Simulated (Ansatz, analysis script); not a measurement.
# Co3Sn2S2: which texture of moments is lowest, part 2 of 2

Wanted: the lowest arrangement of moments that fits this cell of Co3Sn2S2.

Ansatz 0.2.0; PBEsol, PAW set soft_1 (files made for PBE).

So far, largest spin moment in the atom's sphere (μB): step 2 (the collinear state) 0.323; step 4 (start: ferro) 0.324.

**5. Start: umbrella**

Level of this step: Ansatz DFT on spinors from a typed pattern of moment directions; PBEsol, PAW set soft_1; PAW set soft_1 (Ansatz).

A symmetric pattern; a run keeps it where it is stationary.

input.yaml reads:

```yaml
crystal:
  lattice:
    - [-2.678695, 4.639635838, 0.0]
    - [-5.35739, 0.0, 0.0]
    - [-2.678695, 1.5465452793, 4.3758]
  atoms:
    - { symbol: Co, position: [0.5, 0.0, 0.5], spin: 0.32, spin_axis: [0.894427, 0.0, 0.447214] }
    - { symbol: Co, position: [0.0, 0.5, 0.5], spin: 0.32, spin_axis: [-0.447214, 0.774597, 0.447214] }
    - { symbol: Co, position: [0.0, 0.0, 0.5], spin: 0.32, spin_axis: [-0.447214, -0.774597, 0.447214] }
    - { symbol: Sn, position: [0.5, 0.5, 0.5] }
    - { symbol: Sn, position: [0.0, 0.0, 0.0] }
    - { symbol: S, position: [0.717, 0.717, 0.849] }
    - { symbol: S, position: [0.283, 0.283, 0.151] }
kpoints:
  mp_grid: { grid: [9, 9, 9] }
hamiltonian:
  xc: pbesol
  pseudopotentials: { kind: paw, azcp: { folder: soft_1 }, xc_functional: pbe }
scf:
  occupations: { method: fermi_dirac, width: 0.05 }
  max_iter: 120
  convergence: { dr2_threshold: 1.0e-08 }
  lower_state_search: "off"
basis:
  ecutwfc: 420.0
magnetization:
  noncollinear: true
output:
  write_density: true
  write_potential: true
  elf: true
  volumetric_format: npy
```

Started as:

```sh
> ansatz run input.yaml --threads 2 --pin off --max-ram 5632MiB --backend cpu --events-out ev --progress --plain --runs-dir out
```

Numbers of over 12 decimals in the logs are rounded to 6 here.

The program printed:

```text
[...]
Crystal: 7 atoms, lattice volume = 108.766 Å³
Basis set: ecut = 420 eV, 2109 PW (Γ)
Bands: 110, of which v1, the nominal top of the filled ones, is band 91 counted from 1 (90 counted from 0)
Symmetry: 6 space group operations + 6 with time reversal
[...]
k-points: 85 of 729 (time reversal used)
[...]
Starting moments: Σ|m| = 0.96 μB on 3 of 7 sites
[...]
k-point 0: bands = [... 87 lower, 13.2290, 13.3056, 13.3056, 13.6715, 13.9753, 13.9753, 14.1095, 14.2339, ... 15 higher]
  k-point 1: bands = [... 87 lower, 13.2253, 13.3002, 13.3002, 13.6713, 14.0732, 14.0732, 14.1884, 14.2337, ... 15 higher]
  k-point 2: bands = [... 87 lower, 13.2159, 13.2878, 13.2878, 13.6707, 14.2333, 14.2621, 14.2621, 14.4105, ... 15 higher]
  k-point 84: bands = [... 87 lower, 13.2878, 13.4448, 13.5295, 13.7771, 14.0165, 14.1008, 14.2903, 15.6521, ... 15 higher]
[key lines of the parts left out:]
SCF converged after 22 iterations
Magnetization: |M| = 0.9295 μB,  M = (-0.0000, +0.0000, +0.9295) μB
Free energy (F): -28951.490957 eV
Fermi energy:    13.982201 eV
```

It took 4.5 min on 2 threads of Arm Neoverse V1, shared host; peak memory 1.7 GiB; 9 min of CPU time.

It ends ferromagnetic; the largest site carries 0.324 μB.

Spin moment in the atom's sphere by atom:

```
atom  x (μB)  y (μB)  z (μB)   size
 Co1   0.000   0.000   0.324  0.324
 Co2   0.000   0.000   0.324  0.324
 Co3   0.000   0.000   0.324  0.324
 Sn4   0.000   0.000  -0.003  0.003
 Sn5   0.000   0.000  -0.009  0.009
  S6   0.000   0.000   0.008  0.008
  S7   0.000   0.000   0.008  0.008
```

**6. Start: 120 degrees in the xy plane**

input.yaml, the sections that differ from step 5:

```yaml
crystal:
  lattice:
    - [-2.678695, 4.639635838, 0.0]
    - [-5.35739, 0.0, 0.0]
    - [-2.678695, 1.5465452793, 4.3758]
  atoms:
    - { symbol: Co, position: [0.5, 0.0, 0.5], spin: 0.32, spin_axis: [1.0, 0.0, 0.0] }
    - { symbol: Co, position: [0.0, 0.5, 0.5], spin: 0.32, spin_axis: [-0.5, 0.866025, 0.0] }
    - { symbol: Co, position: [0.0, 0.0, 0.5], spin: 0.32, spin_axis: [-0.5, -0.866025, 0.0] }
    - { symbol: Sn, position: [0.5, 0.5, 0.5] }
    - { symbol: Sn, position: [0.0, 0.0, 0.0] }
    - { symbol: S, position: [0.717, 0.717, 0.849] }
    - { symbol: S, position: [0.283, 0.283, 0.151] }
# kpoints, hamiltonian, scf, basis, magnetization: as in step 5
# output: removed
```

The program printed:

```text
[...]
Crystal: 7 atoms, lattice volume = 108.766 Å³
Basis set: ecut = 420 eV, 2109 PW (Γ)
Bands: 110, of which v1, the nominal top of the filled ones, is band 91 counted from 1 (90 counted from 0)
Symmetry: 12 space group operations + 12 with time reversal
[...]
k-points: 85 of 729
[...]
Starting moments: Σ|m| = 0.96 μB on 3 of 7 sites
[...]
site 4: m = (-0.0000, +0.0000, +0.0000) μB, |m| = 0.0000 μB  (R = 1.11 Å)
  site 5: m = (-0.0000, -0.0000, -0.0000) μB, |m| = 0.0000 μB  (R = 0.90 Å)
  site 6: m = (-0.0000, -0.0000, +0.0000) μB, |m| = 0.0000 μB  (R = 0.90 Å)
Free energy (F): -28951.472234 eV
[...]
Internal energy: -28951.420136 eV  (E = F + TS)
E sigma→0 (E₀):  -28951.446185 eV
Entropy (-TS):   -0.052098 eV (-7.443 meV/atom)
Fermi energy:    14.003395 eV
[...]
[key lines of the parts left out:]
SCF converged after 20 iterations
Magnetization: |M| = 0.0000 μB,  M = (-0.0000, -0.0000, -0.0000) μB
```

Wall time 3.3 min (2 threads); peak memory 1.7 GiB.

It ends non-magnetic; the largest site carries 0 μB.

The spin moment in the atom's sphere vanishes on all atoms.

**7. Start: random 1**

Random directions favour no pattern, so the moments can find one that was not thought of.

input.yaml, the sections that differ from step 6:

```yaml
crystal:
  lattice:
    - [-2.678695, 4.639635838, 0.0]
    - [-5.35739, 0.0, 0.0]
    - [-2.678695, 1.5465452793, 4.3758]
  atoms:
    - { symbol: Co, position: [0.5, 0.0, 0.5], spin: 0.32, spin_axis: [0.897504, -0.197828, -0.394146] }
    - { symbol: Co, position: [0.0, 0.5, 0.5], spin: 0.32, spin_axis: [0.523916, 0.432972, -0.733517] }
    - { symbol: Co, position: [0.0, 0.0, 0.5], spin: 0.32, spin_axis: [0.354093, 0.832794, -0.425526] }
    - { symbol: Sn, position: [0.5, 0.5, 0.5] }
    - { symbol: Sn, position: [0.0, 0.0, 0.0] }
    - { symbol: S, position: [0.717, 0.717, 0.849] }
    - { symbol: S, position: [0.283, 0.283, 0.151] }
# kpoints, hamiltonian, scf, basis, magnetization: as in step 6
```

The program printed:

```text
[...]
Crystal: 7 atoms, lattice volume = 108.766 Å³
Basis set: ecut = 420 eV, 2109 PW (Γ)
Bands: 110, of which v1, the nominal top of the filled ones, is band 91 counted from 1 (90 counted from 0)
Symmetry: 2 space group operations
[...]
k-points: 365 of 729
[...]
Starting moments: Σ|m| = 0.96 μB on 3 of 7 sites
[...]
site 4: m = (-0.0060, -0.0036, +0.0052) μB, |m| = 0.0087 μB  (R = 1.11 Å)
  site 5: m = (+0.0053, +0.0032, -0.0046) μB, |m| = 0.0077 μB  (R = 0.90 Å)
  site 6: m = (+0.0053, +0.0032, -0.0046) μB, |m| = 0.0077 μB  (R = 0.90 Å)
Free energy (F): -28951.490957 eV
[...]
Internal energy: -28951.464651 eV  (E = F + TS)
E sigma→0 (E₀):  -28951.477804 eV
Entropy (-TS):   -0.026307 eV (-3.758 meV/atom)
Fermi energy:    13.982201 eV
[...]
[key lines of the parts left out:]
SCF converged after 28 iterations
Magnetization: |M| = 0.9295 μB,  M = (+0.6385, +0.3824, -0.5567) μB
```

Run time: 21 min. Hardware: 2 threads; peak memory 4.8 GiB.

It ends ferromagnetic; the largest site carries 0.324 μB.

Spin moment in the atom's sphere by atom:

```
atom  x (μB)  y (μB)  z (μB)   size
 Co1   0.222   0.133  -0.194  0.324
 Co2   0.222   0.133  -0.194  0.324
 Co3   0.222   0.133  -0.194  0.324
 Sn4  -0.002  -0.001   0.002  0.003
 Sn5  -0.006  -0.004   0.005  0.009
  S6   0.005   0.003  -0.005  0.008
  S7   0.005   0.003  -0.005  0.008
```

**8. Start: collinear ++-**

input.yaml, the sections that differ from step 7:

```yaml
crystal:
  lattice:
    - [-2.678695, 4.639635838, 0.0]
    - [-5.35739, 0.0, 0.0]
    - [-2.678695, 1.5465452793, 4.3758]
  atoms:
    - { symbol: Co, position: [0.5, 0.0, 0.5], spin: 0.32, spin_axis: [0.0, 0.0, 1.0] }
    - { symbol: Co, position: [0.0, 0.5, 0.5], spin: 0.32, spin_axis: [0.0, 0.0, 1.0] }
    - { symbol: Co, position: [0.0, 0.0, 0.5], spin: 0.32, spin_axis: [0.0, 0.0, -1.0] }
    - { symbol: Sn, position: [0.5, 0.5, 0.5] }
    - { symbol: Sn, position: [0.0, 0.0, 0.0] }
    - { symbol: S, position: [0.717, 0.717, 0.849] }
    - { symbol: S, position: [0.283, 0.283, 0.151] }
# kpoints, hamiltonian, scf, basis, magnetization: as in step 7
```

The program printed:

```text
[...]
Crystal: 7 atoms, lattice volume = 108.766 Å³
Basis set: ecut = 420 eV, 2109 PW (Γ)
Bands: 110, of which v1, the nominal top of the filled ones, is band 91 counted from 1 (90 counted from 0)
Symmetry: 4 space group operations + 4 with time reversal
[...]
k-points: 205 of 729
[...]
Starting moments: Σ|m| = 0.96 μB on 3 of 7 sites
[...]
site 4: m = (+0.0000, +0.0000, -0.0087) μB, |m| = 0.0087 μB  (R = 1.11 Å)
  site 5: m = (+0.0000, +0.0000, +0.0077) μB, |m| = 0.0077 μB  (R = 0.90 Å)
  site 6: m = (+0.0000, +0.0000, +0.0077) μB, |m| = 0.0077 μB  (R = 0.90 Å)
Free energy (F): -28951.490957 eV
[...]
Internal energy: -28951.464651 eV  (E = F + TS)
E sigma→0 (E₀):  -28951.477804 eV
Entropy (-TS):   -0.026306 eV (-3.758 meV/atom)
Fermi energy:    13.982198 eV
[...]
[key lines of the parts left out:]
SCF converged after 25 iterations
Magnetization: |M| = 0.9295 μB,  M = (+0.0000, +0.0000, +0.9295) μB
```

It took 8.8 min on 2 threads; peak memory 3.2 GiB.

It ends ferromagnetic; the largest site carries 0.324 μB.

**9. Start: random 2**

input.yaml, the sections that differ from step 8:

```yaml
crystal:
  lattice:
    - [-2.678695, 4.639635838, 0.0]
    - [-5.35739, 0.0, 0.0]
    - [-2.678695, 1.5465452793, 4.3758]
  atoms:
    - { symbol: Co, position: [0.5, 0.0, 0.5], spin: 0.32, spin_axis: [0.983702, 0.145287, -0.105936] }
    - { symbol: Co, position: [0.0, 0.5, 0.5], spin: 0.32, spin_axis: [0.982363, 0.14456, -0.118594] }
    - { symbol: Co, position: [0.0, 0.0, 0.5], spin: 0.32, spin_axis: [0.529392, 0.537862, 0.656086] }
    - { symbol: Sn, position: [0.5, 0.5, 0.5] }
    - { symbol: Sn, position: [0.0, 0.0, 0.0] }
    - { symbol: S, position: [0.717, 0.717, 0.849] }
    - { symbol: S, position: [0.283, 0.283, 0.151] }
# kpoints, hamiltonian, scf, basis, magnetization: as in step 8
```

The program printed:

```text
[...]
Crystal: 7 atoms, lattice volume = 108.766 Å³
Basis set: ecut = 420 eV, 2109 PW (Γ)
Bands: 110, of which v1, the nominal top of the filled ones, is band 91 counted from 1 (90 counted from 0)
Symmetry: 2 space group operations
[...]
k-points: 365 of 729
[...]
Starting moments: Σ|m| = 0.96 μB on 3 of 7 sites
[...]
site 4: m = (-0.0082, -0.0027, -0.0014) μB, |m| = 0.0087 μB  (R = 1.11 Å)
  site 5: m = (+0.0072, +0.0024, +0.0013) μB, |m| = 0.0077 μB  (R = 0.90 Å)
  site 6: m = (+0.0072, +0.0024, +0.0013) μB, |m| = 0.0077 μB  (R = 0.90 Å)
Free energy (F): -28951.490957 eV
[...]
Internal energy: -28951.464651 eV  (E = F + TS)
E sigma→0 (E₀):  -28951.477804 eV
Entropy (-TS):   -0.026306 eV (-3.758 meV/atom)
Fermi energy:    13.982193 eV
[...]
[key lines of the parts left out:]
SCF converged after 32 iterations
Magnetization: |M| = 0.9295 μB,  M = (+0.8698, +0.2899, +0.1528) μB
```

Wall time 26 min (2 threads); peak memory 4.8 GiB; 53 min of CPU time.

It ends ferromagnetic; the largest site carries 0.324 μB.

**10. The textures side by side**

The last two columns average e·e over the pairs of the two nearest shells of magnetic atoms: 1 is parallel, −1 opposed.

The states reached:

| start | final state | energy (meV/magnetic atom) | net moment (μB/cell) | mean moment (μB) | least moment (μB) | typed angles to the first (deg) | final angles to the first (deg) | triple product of the first three | mean cosine, nearest magnetic neighbours | second shell |
| --- | --- | --- | --- | --- | --- | --- | --- | --- | --- | --- |
| ferro | ferromagnetic | 0 | 0.9295 | 0.3238 | 0.3238 | 0 0 | 0 0 | 0 | 1 | 1 |
| umbrella | ferromagnetic | 0 | 0.9295 | 0.3238 | 0.3238 | 102 102 | 0 0 | 0 | 1 | 1 |
| 120 degrees in the xy plane | non-magnetic | 6.241 | 0 | 0 | 0 | 120 120 | - | - | - | - |
| random 1 | ferromagnetic | 0 | 0.9295 | 0.3238 | 0.3238 | 48 71 | 0 0 | 0 | 1 | 1 |
| collinear ++- | ferromagnetic | 0 | 0.9295 | 0.3238 | 0.3238 | 0 180 | 0 0 | 0 | 1 | 1 |
| random 2 | ferromagnetic | 0 | 0.9295 | 0.3238 | 0.3238 | 1 58 | 0 0 | 0 | 1 | 1 |

**11. Summary of results**

| Quantity | Value |
| --- | --- |
| lowest state found | ferromagnetic |
| mean cosine between nearest magnetic neighbours there | 1.0 |
| net moment of the lowest state | 0.929 μB a cell |
| mean moment in the lowest state | 0.324 μB |

The lowest state found is ferromagnetic, reached from the start «ferro», 6.24 meV a magnetic atom under the next one (non-magnetic). 5 of the 6 converged starts end within 0.1 meV of the lowest. 4 starts left the typed angles, so their energies belong to the state reached. 1 of the starts lose their moments altogether. Without spin–orbit coupling only the angles between moments count. Only the listed patterns were tried. The 6 spinor runs took 68 min of wall time, added up. Energies are free energies at a smearing of 0.05 eV, and with partly filled levels differences shift, at times strongly, as the smearing goes to zero. In doubt: the program's search for lower states was switched off, so a lower magnetic state than those reached may exist.

[Logs and program files are shortened in this print: banners, set-up blocks, solver, clock and traceback lines can be left out without a mark of their own.]

[Logs are printed without paths, hosts, clocks, repeated set-up lines and the standing remarks that a program may print on its own settings, such as how far it seeks lower states.]

[Hosts, paths, dates, database ids (printed as entryN), source tags and the programs' standing remarks are cut or masked in the printed files.]
